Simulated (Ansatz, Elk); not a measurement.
# How far do independent atoms describe NaRhSO?, part 2 of 2

The structure of NaRhSO used here is made up (a known structure type with other elements) and was relaxed beforehand with PBE. The aim is the Fourier transform of its all-electron density, F(hkl), set beside the sum over free spherical atoms that refinements use.

Elk 11.2.3 (patched build); all-electron DFT.

So far: Set-up; Ground state and structure factors; The highest occupied states alone.

The structure was built from a prototype and need not be the compound's stable phase.

### Step 4. Another functional

Level of this step: DFT, PBEsol, all-electron APW+lo, Dirac cores, scalar-relativistic bands, static density, no spin (Elk).

The difference from free atoms is small, so it is set against the change that PBEsol makes.

File elk.in:

```
tasks
  0
  195

xctype
  22

spinpol
  .false.

rgkmax
  7.0

gmaxvr
  14.0

lmaxo
  7

lmaxapw
  8

swidth
  0.002

tshift
  .false.

ramdisk
  .false.

hmaxvr
  5.5

maxscl
  120

epspot
  1e-06

sppath
  './'

avec
  3.24991947412 1.87634188354 11.89273076406
  -3.24991947412 1.87634188354 11.89273076406
  0.00000000000 -3.75268376614 11.89273076421

atoms
  4
  'Rh.in'
  1
  0.9969949169 0.9969949169 0.9969949169   0.000000 0.000000 0.000000
  'S.in'
  1
  0.7225485262 0.7225485262 0.7225485262   0.000000 0.000000 0.000000
  'Na.in'
  1
  0.1632129937 0.1632129937 0.1632129937   0.000000 0.000000 0.000000
  'O.in'
  1
  0.2768102302 0.2768102302 0.2768102302   0.000000 0.000000 0.000000

ngridk
  8 8 8
```

Command:

```bash
$ OMP_NUM_THREADS=4 elk
```

Numbers of over 12 decimals in the logs are rounded to 6 here.

Log:

```text
┌─────────────────────────┐
│ Elk code version 11.2.3 │
└─────────────────────────┘

All units are atomic (Hartree, Bohr, etc.)

┌─────────────────────────────────────────────────┐
│ Ground-state run starting from atomic densities │
└─────────────────────────────────────────────────┘

Lattice vectors :
   3.249919474       1.876341884       11.89273076
  -3.249919474       1.876341884       11.89273076
   0.000000000      -3.752683766       11.89273076

Reciprocal lattice vectors :
  0.9666678447      0.5581059404      0.1761071653
[...]
species : 1 (Rh)
[...]
species : 2 (S)
[...]
species : 3 (Na)
   atom 1                    :    10.09200614     ( -0.9715865890E-07)
  species : 4 (O)
   atom 1                    :    7.544874752     ( -0.2722358898E-06)
 total in muffin-tins        :    74.59159464
 total calculated charge     :    79.99867673
 total charge                :    80.00000000
 error                       :   0.1323274415E-02

┌──────────────────────────────┐
│ Self-consistent loop stopped │
└──────────────────────────────┘

Warning : core states of species 2 leak from the muffin-tin :   0.3780024253E-03

Wrote STATE.OUT
[key lines of the parts left out:]
total energy                :     -5418.5696987682
```

The job ended after 85 s (4 threads of Intel Xeon Platinum 8259CL at 2.50GHz (Skylake/Cascade Lake), shared host; peak memory 0.2 GiB; 4.8 min of CPU time).

Against the first run R = 0.03 %; the largest change is -0.038 at 104.

### Step 5. Basis size

The basis and the expansions that go with it are enlarged, to see whether the differences are converged.

elk.in: that of step 4 with these lines changed.

```diff
@@ -5,3 +5,3 @@
 xctype
-  22
+  20
 
@@ -11,12 +11,12 @@
 rgkmax
-  7.0
+  8.5
 
 gmaxvr
-  14.0
+  18.0
 
 lmaxo
-  7
+  9
 
 lmaxapw
-  8
+  10
```

Command:

```bash
$ OMP_NUM_THREADS=4 elk
```

Log:

```text
┌─────────────────────────┐
│ Elk code version 11.2.3 │
└─────────────────────────┘

All units are atomic (Hartree, Bohr, etc.)

┌─────────────────────────────────────────────────┐
│ Ground-state run starting from atomic densities │
└─────────────────────────────────────────────────┘

Lattice vectors :
   3.249919474       1.876341884       11.89273076
  -3.249919474       1.876341884       11.89273076
   0.000000000      -3.752683766       11.89273076

Reciprocal lattice vectors :
  0.9666678447      0.5581059404      0.1761071653
[...]
species : 1 (Rh)
[...]
species : 2 (S)
[...]
species : 3 (Na)
   atom 1                    :    10.09241181     ( -0.9715865623E-07)
  species : 4 (O)
   atom 1                    :    7.573615292     ( -0.2726270210E-06)
 total in muffin-tins        :    74.65278006
 total calculated charge     :    79.99966854
 total charge                :    80.00000000
 error                       :   0.3314624720E-03

┌──────────────────────────────┐
│ Self-consistent loop stopped │
└──────────────────────────────┘

Warning : core states of species 2 leak from the muffin-tin :   0.3754965006E-03

Wrote STATE.OUT
[key lines of the parts left out:]
total energy                :     -5422.1959607812
```

Elapsed: 3.8 min, on 4 threads; peak memory 0.39 GiB; 13 min of CPU time.

Against the first run R = 0.01 %; the largest change is +0.007 at 110.

### Step 6. Basis size

A smaller basis shows how fast F responds to it; the change is likely larger than the basis error of the first run, but doesn't show convergence.

elk.in: that of step 5 with these lines changed.

```diff
@@ -11,12 +11,12 @@
 rgkmax
-  8.5
+  5.5
 
 gmaxvr
-  18.0
+  14.0
 
 lmaxo
-  9
+  7
 
 lmaxapw
-  10
+  8
```

Command:

```bash
$ OMP_NUM_THREADS=4 elk
```

Log:

```text
┌─────────────────────────┐
│ Elk code version 11.2.3 │
└─────────────────────────┘

All units are atomic (Hartree, Bohr, etc.)

┌─────────────────────────────────────────────────┐
│ Ground-state run starting from atomic densities │
└─────────────────────────────────────────────────┘

Lattice vectors :
   3.249919474       1.876341884       11.89273076
  -3.249919474       1.876341884       11.89273076
   0.000000000      -3.752683766       11.89273076

Reciprocal lattice vectors :
  0.9666678447      0.5581059404      0.1761071653
[...]
species : 1 (Rh)
[...]
species : 2 (S)
[...]
species : 3 (Na)
   atom 1                    :    10.08908899     ( -0.9715865623E-07)
  species : 4 (O)
   atom 1                    :    7.519885540     ( -0.2726683674E-06)
 total in muffin-tins        :    74.48700563
 total calculated charge     :    79.99889671
 total charge                :    80.00000000
 error                       :   0.1103288443E-02

┌──────────────────────────────┐
│ Self-consistent loop stopped │
└──────────────────────────────┘

Warning : core states of species 2 leak from the muffin-tin :   0.3733839947E-03

Wrote STATE.OUT
[key lines of the parts left out:]
total energy                :     -5422.0820923520
```

Wall time 55 s (4 threads); peak memory 0.19 GiB.

Against the first run R = 0.05 %; the largest change is -0.057 at 107.

### Step 7. Settings against the effect

| run | R against the first run (%) | R against neutral atoms, low angle (%) | wall time |
| --- | --- | --- | --- |
| PBE, rgkmax 7 | 0.00 | 0.56 | 86 s |
| PBEsol | 0.03 | 0.57 | 85 s |
| rgkmax 8.5 with larger expansions | 0.01 | 0.56 | 3.8 min |
| rgkmax 5.5 | 0.05 | 0.59 | 55 s |

### Step 8. Summary of results

| Item | Value |
| --- | --- |
| R against neutral atoms, sin θ/λ < 0.3 Å⁻¹ | 0.56 % |
| R against neutral atoms, 0.3 to 0.82 Å⁻¹ | 0.46 % |

**Reading.** Independent neutral atoms miss the calculated amplitudes by R = 0.56 % below 0.3 Å⁻¹ and 0.46 % from there to 0.82 Å⁻¹; by shells, 0.38 % below 0.15 Å⁻¹ (1 form), 0.57 % 0.15 to 0.3 (9 forms), 0.41 % 0.3 to 0.45 (20 forms), 0.47 % above 0.45 (115 forms). Bonding, aspherical density and the tables' own atoms all enter these figures, and the runs don't part them. The largest change of an amplitude is -0.53 electrons, at 006. R counts amplitudes alone; phases shift too. The window's part falls from 18.0 electrons at the origin to at most 0.68 between 0.45 and 0.82 Å⁻¹. Below 0.3 Å⁻¹ the changes that finished (PBEsol, rgkmax 8.5 with larger expansions and rgkmax 5.5) move F by R = 0.07 % at most, against the 0.56 % that separates it from free atoms. The k-mesh has no finished test. These runs have no spin, though d or f shells may be open. Part of the difference isn't bonding: the tables are fits to free atoms and ions calculated by other methods than this functional. Thermal motion, anomalous dispersion and extinction are left out.

[Logs are printed without paths, hosts, clocks, repeated set-up lines and the standing remarks that a program may print on its own settings, such as how far it seeks lower states.]

[Hosts, paths, dates, database ids (printed as entryN), source tags and the programs' standing remarks are cut or masked in the printed files.]
